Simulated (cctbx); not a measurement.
**Occupancies in CdMoS3**

Cell a = 9.5000 Å, b = 6.5100 Å, c = 6.7140 Å, α = 90.00°, β = 90.05°, γ = 90.00°; space group P2_1/c (no. 14); nominal formula CdMoS3.

The data are simulated with cctbx, not measured: Cu Kα, λ = 1.54184 Å, to d = 0.8 Å, 50 % of the full sphere, strongest reflection 5000 counts, noise from counting, a 1.5 % proportional error and a noise floor of 4 counts (s.d.); no absorption, and some extinction, which the refinements don't model.

With every site full:

```text
Rint 0.037, 784 unique reflections to 0.80 A
cycle     R1     wR2    GooF  max shift (A)
   1  0.1325  0.2634   4.872   0.00543
   2  0.0474  0.1059   1.960   0.00001
final R1 0.0474 wR2 0.1059 GooF 1.960  parameters 48  data/parameter 16.3
atom        x        y        z      Ueq    occ   su(xyz)  su(Uiso or U11)
Cd1    0.24215  0.98720  0.04313   0.0066  1.000  0.00015  0.0005
Mo1    0.00000  0.50000  0.00000   0.0200  1.000  0.00000  0.0009
Mo2    0.50000  0.00000  0.50000   0.0057  1.000  0.00000  0.0007
S1     0.25617  0.10059  0.45378   0.0102  1.000  0.00055  0.0017
S2     0.55747  0.30825  0.70844   0.0060  1.000  0.00051  0.0015
S3     0.94756  0.19214  0.19530   0.0065  1.000  0.00053  0.0014
difference map: max 1.76 min -4.81 rms 0.56
Q1    0.1198  0.0389  0.4734    4    1.83  1.18 A from Mo1
Q2    0.0808  0.5225  0.7433    4    1.55  1.89 A from Mo1
Q3    0.0939  0.5748  0.2303    4    1.55  0.99 A from S3
Q4    0.2407  0.5630  0.5024    4    1.49  0.43 A from Cd1
Q5    0.1613  0.1598  0.5735    4    1.48  1.27 A from S1
Q6    0.2429  0.0321  0.0891    4    1.46  0.43 A from Cd1
```

With the occupancies of the suspect sites free, each still typed as its main element:

```text
Rint 0.037, 784 unique reflections to 0.80 A
cycle     R1     wR2    GooF  max shift (A)
   1  0.0974  0.1997   3.697   0.00351
   3  0.0262  0.0517   0.958   0.00007
final R1 0.0261 wR2 0.0517 GooF 0.957  parameters 49  data/parameter 16.0
atom        x        y        z      Ueq    occ   su(xyz)  su(Uiso or U11)
Cd1    0.24210  0.98724  0.04300   0.0086  1.000  0.00007  0.0002
Mo1    0.00000  0.50000  0.00000   0.0063  0.743  0.00000  0.0005
Mo2    0.50000  0.00000  0.50000   0.0078  1.000  0.00000  0.0003
S1     0.25608  0.10116  0.45385   0.0123  1.000  0.00027  0.0008
S2     0.55746  0.30809  0.70893   0.0076  1.000  0.00025  0.0007
S3     0.94780  0.19170  0.19546   0.0082  1.000  0.00025  0.0007
su of occupancy Mo1: 0.005
difference map: max 1.36 min -1.22 rms 0.35
Q1    0.1609  0.1627  0.5715    4    1.47  1.27 A from S1
Q2    0.0831  0.5776  0.2377    4    1.27  0.92 A from S3
Q3    0.1432  0.0664  0.2944    4    1.21  1.53 A from S1
Q4    0.0286  0.7360  0.1042    4    1.21  1.39 A from S3
Q5    0.0887  0.2370  0.5194    4    1.18  1.76 A from Mo1
Q6    0.1259  0.0523  0.4576    4    1.18  1.28 A from Mo1
```

**Question.** What is the disorder?

X-rays count electrons. Mo1 refines to 0.743(0.005), or 31.2 electrons; the site truly holds 0.75 Mo, 31.5 electrons, which is 0.750 of Mo. A value under 1 can't tell vacancies from a lighter guest, and one over 1 needs a heavier guest; chemistry or a second radiation must settle which. Occupancy correlates with U and the scale, so the match is approximate.

Freeing them takes R1 from 0.0474 to 0.0261 and GooF from 1.96 to 0.96.

The model was made for the exercise: a known structure type with other elements put in, its volume estimated, not relaxed; displacement parameters are assumed.

[Middle refinement cycles are left out of these outputs.]

[Logs are printed without paths, hosts, clocks, repeated set-up lines and the standing remarks that a program may print on its own settings, such as how far it seeks lower states.]
